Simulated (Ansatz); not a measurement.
## A failed many-body run on ZnPS3 (C2/m)

What is wrong with this input for ZnPS3 (C2/m)?

Calculated with Ansatz 0.2.0; G0W0 on LDA, plane waves, PAW.

## 1. Set-up

Symmetry: C2/m, No. 12, monoclinic system. The conventional cell has a = 5.848 Å, b = 10.138 Å, c = 6.591 Å, α = 90.00°, β = 107.03°, γ = 90.00°. Nearest to Zn lie 6 S at 2.50 to 2.51 Å. Nearest to P lie 3 S at 2.03 Å and 1 P at 2.19 Å. Nearest to S lie 1 P at 2.03 Å and 2 Zn at 2.50 Å. Nearest to S lie 1 P at 2.03 Å and 2 Zn at 2.51 Å. Farther neighbours and most contacts between anions are not listed.

The structure was relaxed with LDA. The runs that relaxed it are not among those shown. The default PAW set here is soft_2. Its files were made with PBE.

## 2. First try

The input, input.yaml:

```yaml
crystal:
  lattice:
    - [2.9240690911, -5.068857761, 0.0003371582]
    - [2.9240690911, 5.068857761, 0.0003371582]
    - [-1.9310533625, 0.0, 6.3013118549]
  atoms:
    - { symbol: Zn, position: [0.6674069794, 0.3325930206, 0.0] }
    - { symbol: Zn, position: [0.3325930206, 0.6674069794, 0.0] }
    - { symbol: P, position: [0.9420055719, 0.9420055719, 0.8265363257] }
    - { symbol: P, position: [0.0579944281, 0.0579944281, 0.1734636743] }
    - { symbol: S, position: [0.5801601651, 0.9164309796, 0.7487702062] }
    - { symbol: S, position: [0.0835690204, 0.4198398349, 0.2512297938] }
    - { symbol: S, position: [0.7466137585, 0.7466137585, 0.2506205515] }
    - { symbol: S, position: [0.2533862415, 0.2533862415, 0.7493794485] }
    - { symbol: S, position: [0.4198398349, 0.0835690204, 0.2512297938] }
    - { symbol: S, position: [0.9164309796, 0.5801601651, 0.7487702062] }
kpoints:
  mp_grid: { grid: [2, 2, 2] }
hamiltonian:
  xc: lda
scf:
  occupations: { method: fixed }
gw:
  n_empty_bands: 4
  ecut_chi: 40
  qp_bands: [v3, c3]
  qp_kpoints: band_edges
  screening: { model: contour_deformation }
```

Run with:

```console
$ ansatz run input.yaml --threads 4 --pin off --max-ram 18432MiB --backend cpu --events-out ev --progress --plain --runs-dir out
```

Numbers of over 12 decimals in the logs are rounded to 6 here.

Output:

```text
Engine: ansatz 0.2.0, aarch64-unknown-linux-gnu
Pseudopotentials: kind: paw
Pseudopotential: Zn, paw, valence charge 12, recommended cutoff 420 eV (normal), Zn.paw.azcp
Pseudopotential: P, paw, valence charge 5, recommended cutoff 420 eV (normal), P.paw.azcp
Pseudopotential: S, paw, valence charge 6, recommended cutoff 420 eV (normal), S.paw.azcp
Functional definition: SPW92
  exchange = slater_x
  correlation = pw_c
Crystal: 10 atoms, lattice volume = 186.799 Å³
Basis set: ecut = 420 eV, 3641 PW (Γ)
Bands: 45, of which v1, the nominal top of the filled ones, is band 35 counted from 1 (34 counted from 0)
Symmetry: 4 space group operations
Space group: C2/m (ITA 12), of the structure as read, at distance tolerance 5.7e-5 Å
k-points: 6 of 8
Non-local potential: Zn, projectors of the file, l = 0: 2, l = 1: 2, l = 2: 3, l = 3: 1
Non-local potential: P, projectors of the file, l = 0: 2, l = 1: 2, l = 2: 2
Non-local potential: S, projectors of the file, l = 0: 2, l = 1: 2, l = 2: 2
PAW form: soft (Blöchl's): semilocal exchange-correlation on the pseudo side does not see the compensation charge
PAW frozen core: Zn, regenerated for the run's functional, and the local potential with it (the file was generated under x = pbe(κ = 0.804, μ = 0.219515), c = pbe(β = 0.066725))
PAW frozen core: P, regenerated for the run's functional, and the local potential with it (the file was generated under x = pbe(κ = 0.804, μ = 0.219515), c = pbe(β = 0.066725))
PAW frozen core: S, regenerated for the run's functional, and the local potential with it (the file was generated under x = pbe(κ = 0.804, μ = 0.219515), c = pbe(β = 0.066725))
PAW one-centre angular grid: Zn, 590 points (default); XC on 64 Gauss nodes
PAW one-centre angular grid: P, 110 points (default); XC on 64 Gauss nodes
PAW one-centre angular grid: S, 110 points (default); XC on 64 Gauss nodes
Initial density: superposition of atomic densities (neutral atoms: chi_scale 0, normalization atom), corrected by the library's trained network
Initial wavefunctions: pseudopotential atomic-orbital guess
Functional: x = slater, c = lda
SCF iter   1: F=—  HF=-13165.737603 eV  |F-HF|=—  |Δ(HF+E_count)|=         —  Δρ=6.15e-3  dr2=6.21e-2  ethr=1.77e-3  ⟨swp⟩=5.8  Hψ=1186  notcnv=0  defer=44
preconditioner: auto → Resta (q_TF=auto, 2.317 Å⁻¹)  ε∞=6.0  [insulator: Δε(μ)=2.104 eV  Ē_g=10.189 eV  n_scr=38 (ndim 8)  ℏωp=22.7 eV  f_vac=0.015  ε∞_Penn≈6.0]
SCF iter   2: F=—  HF=-13165.723846 eV  |F-HF|=—  |Δ(HF+E_count)|=   1.38e-2  Δρ=3.09e-3  dr2=1.53e-2  ethr=8.88e-5  ⟨swp⟩=2.3  Hψ=502  notcnv=0  defer=48
SCF iter   3: F=—  HF=-13165.720949 eV  |F-HF|=—  |Δ(HF+E_count)|=   2.90e-3  Δρ=1.71e-3  dr2=3.46e-3  ethr=2.19e-5  ⟨swp⟩=2.8  Hψ=433  notcnv=0  defer=48
SCF iter   4: F=—  HF=-13165.719323 eV  |F-HF|=—  |Δ(HF+E_count)|=   1.63e-3  Δρ=3.42e-4  dr2=3.20e-4  ethr=4.95e-6  ⟨swp⟩=2.2  Hψ=428  notcnv=0  defer=48
SCF iter   5: F=—  HF=-13165.719267 eV  |F-HF|=—  |Δ(HF+E_count)|=   5.57e-5  Δρ=1.45e-4  dr2=5.54e-5  ethr=4.58e-7  ⟨swp⟩=2.0  Hψ=411  notcnv=0  defer=48
SCF iter   6: F=—  HF=-13165.719271 eV  |F-HF|=—  |Δ(HF+E_count)|=   3.69e-6  Δρ=4.72e-5  dr2=5.86e-6  ethr=7.92e-8  ⟨swp⟩=2.2  Hψ=413  notcnv=0  defer=48
SCF iter   7: F=—  HF=-13165.719272 eV  |F-HF|=—  |Δ(HF+E_count)|=   1.64e-6  Δρ=9.93e-6  dr2=4.17e-7  ethr=8.38e-9  ⟨swp⟩=2.3  Hψ=435  notcnv=0  defer=48
SCF iter   8: F=-13165.719272 eV  HF=-13165.719272 eV  |F-HF|=1.90e-9  |Δ(HF+E_count)|=   4.05e-8  Δρ=1.85e-6  dr2=9.81e-9  ethr=1.43e-10  ⟨swp⟩=13.5  Hψ=1376  notcnv=0
SCF 1 converged in 8 iterations: F = -13165.719272 eV  dr2 = 9.81e-9
[...]
NSCF: frozen V_eff on 6 k-points
G₀W₀ screening: q 1/6
[... further progress lines ...]
NSCF: frozen V_eff on 1 k-points
NSCF: frozen V_eff on 1 k-points
[...]
SCF converged after 8 iterations
Free energy (F): -13165.719272 eV
Harris-Foulkes:  -13165.719272 eV  (|F-HF|=1.90e-9)
[...]
E_ewald      = -3546.016783
  E_core_change = 4.268171  (= ΣΔE_core)
  E_smearing   = -0.000000  (= −TS)
  E_closure    = -0.000000  (closes the sum)
  Σ components = -13165.719272   (vs F -13165.719272, Δ=0.00e0)
--- Band table (eV; the first three rows and the last of 6) ---
  k-point 0: bands = [... 31 lower, 5.2969, 5.3824, 5.7989, 5.8491, 8.2923, 9.4102, 9.5131, 9.8255, ... 6 higher]
  k-point 1: bands = [... 31 lower, 5.2301, 5.3080, 5.8653, 5.9305, 8.7734, 9.3956, 9.6508, 9.7629, ... 6 higher]
  k-point 2: bands = [... 31 lower, 5.0481, 5.1377, 5.5587, 5.9739, 8.9085, 9.1292, 9.4895, 9.5338, ... 6 higher]
  k-point 5: bands = [... 31 lower, 4.4889, 5.2382, 5.6962, 5.8055, 8.9645, 9.1426, 9.4856, 9.7021, ... 6 higher]
--- G₀W₀: contour deformation, 5 samples at zero and on the imaginary axis and 1 off it, 8 q-points, 4 empty bands' worth ---
  eigenvalues of the whole cell's RPA ε∞ on this k-mesh (on a slab, of 1 + 4πα/V) = 3.1834, 7.1415, 7.2396; static W/v taken at q = 0 is 0.162128
  gw.qp_kpoints: band_edges: 6 of 6 stored k-points solved, in 1 pass; an edge of the gap read off the rows below is read off those points alone
  `?` marks the rows in doubt; gw_qp.tsv's column doubts and the gw_qp event give each row's grounds
    ik  band        ε_KS         Σx   Σc(E_QP)       V_xc       Z   E_QP_lin       E_QP  E_QP is
     0    33      5.3824   -18.8628     2.8721   -16.0614  0.7617     5.4530     5.4532  root
     0    34      5.7989   -20.5935     2.8264   -17.6656  0.7706     5.6971     5.6974  root
     0    35      5.8491   -20.6686     2.8284   -17.7431  0.7708     5.7517     5.7520  root
     0    36      8.2923   -10.0416    -2.5298   -15.3213  0.8103    11.2956    11.0424  root ?
     0    37      9.4102    -9.8615    -2.9239   -15.4817  0.7924    12.4766    12.1064  root ?
     0    38      9.5131    -8.3268    -2.3258   -13.4759  0.8286    12.6142    12.3363  root ?
     1    33      5.3080   -18.8855     2.9065   -16.0123  0.7595     5.3412     5.3413  root
     1    34      5.8653   -20.6033     2.8069   -17.7229  0.7720     5.7916     5.7918  root
     1    35      5.9305   -20.6745     2.7980   -17.8102  0.7729     5.8640     5.8641  root
     1    36      8.7734   -10.4896    -2.7179   -15.8364  0.7942    11.6868    11.4024  root ?
     1    37      9.3956    -9.4144    -2.5277   -14.8296  0.8203    12.6205    12.2831  root ?
     1    38      9.6508    -9.1499    -2.7206   -14.5772  0.8016    12.6969    12.3575  root ?
     2    33      5.1377   -19.8674     2.9381   -16.8264  0.7546     5.0344     5.0347  root
     2    34      5.5587   -19.5717     2.7831   -16.7816  0.7693     5.5517     5.5517  root
     2    35      5.9739   -20.4143     2.8731   -17.4148  0.7703     5.8470     5.8474  root
     2    36      8.9085    -9.1670    -2.3310   -14.2409  0.8209    11.9173    11.6514  root ?
     2    37      9.1292    -9.7011    -2.5686   -14.8399  0.7999    11.9734    11.6994  root ?
     2    38      9.4895    -8.9119    -2.3358   -13.8963  0.8161    12.3895    12.1381  root ?
     3    33      5.1508   -19.4302     2.9399   -16.3897  0.7541     5.0499     5.0503  root
     3    34      5.9315   -20.4790     2.8068   -17.5822  0.7720     5.8412     5.8415  root
     3    35      5.9958   -20.5306     2.8663   -17.5397  0.7711     5.8708     5.8713  root
     3    36      8.6333    -9.0179    -2.1845   -13.8696  0.8234    11.5133    11.3005  root ?
     3    37      9.0051    -8.8267    -2.3380   -13.7199  0.8135    11.7863    11.5603  root ?
     3    38      9.1921    -9.9589    -2.5593   -14.9966  0.7962    11.9199    11.6706  root ?
     4    33      5.2867   -20.0753     2.8787   -17.1591  0.7596     5.2492     5.2492  root
     4    34      5.9159   -20.3140     2.7911   -17.4570  0.7727     5.8500     5.8501  root
     4    35      6.1615   -20.7424     2.8585   -17.7522  0.7728     6.0293     6.0298  root
     4    36      8.5644    -8.7963    -2.1995   -13.7024  0.8257    11.4889    11.2710  root ?
     4    37      8.9877    -9.1301    -2.3395   -13.9314  0.8078    11.6602    11.4496  root ?
     4    38      9.1901    -9.8316    -2.5052   -14.8256  0.7994    11.9217    11.6789  root ?
     5    33      5.2382   -19.4519     2.9191   -16.4442  0.7567     5.1494     5.1496  root
     5    34      5.6962   -19.4987     2.7147   -16.8420  0.7735     5.7540     5.7541  root
     5    35      5.8055   -20.4532     2.9331   -17.3257  0.7659     5.6101     5.6112  root
     5    36      8.9645    -9.3419    -2.3479   -14.4053  0.8180    11.9492    11.6800  root ?
     5    37      9.1426    -9.6317    -2.5288   -14.7415  0.8023    11.9980    11.7236  root ?
     5    38      9.4856   -10.2781    -2.7749   -15.6125  0.7863    12.3577    12.0451  root ?
[key lines of the parts left out:]
Fermi energy:    6.161466 eV
```

Run time: 5.7 s. Hardware: 4 threads of Arm Neoverse V1, shared host; peak memory 0.5 GiB.

Q: What is the fault?

The run ended normally, though the input holds a fault or crude settings.

The fault: four empty bands in G0W0. The sums over empty states are cut off almost at the gap, so screening and correlation are far from complete.

It printed a gap of 5.01 eV, which is an artefact of the settings.

## 3. A better input

Now the one-shot GW correction: screening in the RPA, then the self-energy of the levels asked for.

Edit input.yaml of step 2 so:

```diff
@@ -17,3 +17,3 @@
 kpoints:
-  mp_grid: { grid: [2, 2, 2] }
+  mp_grid: { grid: [4, 4, 2] }
 hamiltonian:
@@ -23,4 +23,4 @@
 gw:
-  n_empty_bands: 4
-  ecut_chi: 40
+  n_empty_bands: 362
+  ecut_chi: 90
   qp_bands: [v3, c3]
```

Output:

```text
[...]
Crystal: 10 atoms, lattice volume = 186.799 Å³
Basis set: ecut = 420 eV, 3641 PW (Γ)
Bands: 45, of which v1, the nominal top of the filled ones, is band 35 counted from 1 (34 counted from 0)
[... 1 set-up line as in the run before ...]
[...]
k-points: 14 of 32
[...]
SCF iter   1: F=—  HF=-13165.897317 eV  |F-HF|=—  |Δ(HF+E_count)|=         —  Δρ=6.31e-3  dr2=5.89e-2  ethr=1.77e-3  ⟨swp⟩=5.9  Hψ=2760  notcnv=0  defer=94
[...]
SCF iter   8: F=-13165.879157 eV  HF=-13165.879157 eV  |F-HF|=2.88e-9  |Δ(HF+E_count)|=   9.93e-8  Δρ=2.26e-6  dr2=1.42e-8  ethr=1.43e-10  ⟨swp⟩=14.4  Hψ=3104  notcnv=0
SCF 1 converged in 8 iterations: F = -13165.879157 eV  dr2 = 1.42e-8
[...]
NSCF: frozen V_eff on 14 k-points
G₀W₀ screening: q 1/14
[... further progress lines ...]
[...]
SCF converged after 8 iterations
Free energy (F): -13165.879157 eV
[...]
0    33      5.3717   -18.6697     2.2514   -16.0639  0.7563     5.0155     5.0173  root
     0    34      5.7878   -20.3833     2.3107   -17.6697  0.7596     5.3828     5.3849  root
     0    35      5.8378   -20.4431     2.2946   -17.7473  0.7597     5.4345     5.4365  root
     0    36      8.2936   -10.3401    -4.1144   -15.3216  0.7847     9.1691     9.1607  root
     0    37      9.4097   -10.1379    -4.4486   -15.4839  0.7689    10.3198    10.3070  root
     0    38      9.5156    -8.4383    -4.2566   -13.4801  0.7796    10.3092    10.3008  root
     1    33      5.2980   -18.7159     2.3255   -16.0169  0.7548     4.9225     4.9246  root
     1    34      5.8541   -20.3881     2.2673   -17.7272  0.7604     5.4586     5.4605  root
[...]
13    35      5.7905   -20.2502     2.4789   -17.3302  0.7556     5.3466     5.3494  root
    13    36      8.9621    -9.5337    -4.0601   -14.4107  0.7841     9.7870     9.7789  root
    13    37      9.1375    -9.7294    -4.1921   -14.7380  0.7716     9.9636     9.9540  root
    13    38      9.4838   -10.3856    -4.3685   -15.6099  0.7638    10.3519    10.3396  root
[key lines of the parts left out:]
Fermi energy:    6.147593 eV
```

Wall time 4.4 min (4 threads); peak memory 1.8 GiB; 17 min of CPU time.

This step gave:

* bands summed: 397
* RPA ε∞ on this mesh (eigenvalues): 5.082, 8.238, 8.260
* plane waves in the screening matrix: 365
* q-points in the mesh: 32
* G0W0 gap on the mesh: 3.429 eV
* k of the valence top: -0.5, -0.5, 0
* k of the conduction bottom: 0, 0, 0
* starting gap on the mesh: 2.146 eV
* Z at the valence top: 0.7583
* Z at the conduction bottom: 0.7847
* least direct G0W0 gap on the computed points: 3.612 eV

The gap on the mesh goes from 2.15 eV to 3.43 eV, a correction of +1.28 eV. Between the two edge states, bare exchange in place of the xc potential would open the gap by 7.76 eV, and correlation takes back 6.47 eV.

## 4. Outcome

* first try: converged after 5.7 s
* better run: G0W0 gap on the mesh 3.43 eV (4×4×2 mesh, 362 empty bands, screening to 90 eV)

The second run differs in: mesh, empty bands and screening cutoff (eV). Bands and cutoff are finite, so the gap is not at the basis limit. The miss can reach some tenths of an eV and take either sign; the mesh is an error of its own. The 4×4×2 mesh is coarse for this cell (its supercell is 13 Å along the shortest edge). The RPA ε∞ on it, from the LDA start, is 5.08, 8.24 and 8.26; such meshes misread the long-range screening, most where the gap is narrow.

[Paths, hosts, dates, memory and timing lines, banners, echoed tables and standing remarks are left out of the program output.]

[Logs are printed without paths, hosts, clocks, repeated set-up lines and the standing remarks that a program may print on its own settings, such as how far it seeks lower states.]

[Runs of the session that timed out or met a known fault of the program may be left out.]

[Cells called generated may have been cut or substituted from an entry of the Crystallography Open Database or the Materials Project.]

[Hosts, paths, dates, database ids (printed as entryN), source tags and the programs' standing remarks are cut or masked in the printed files.]
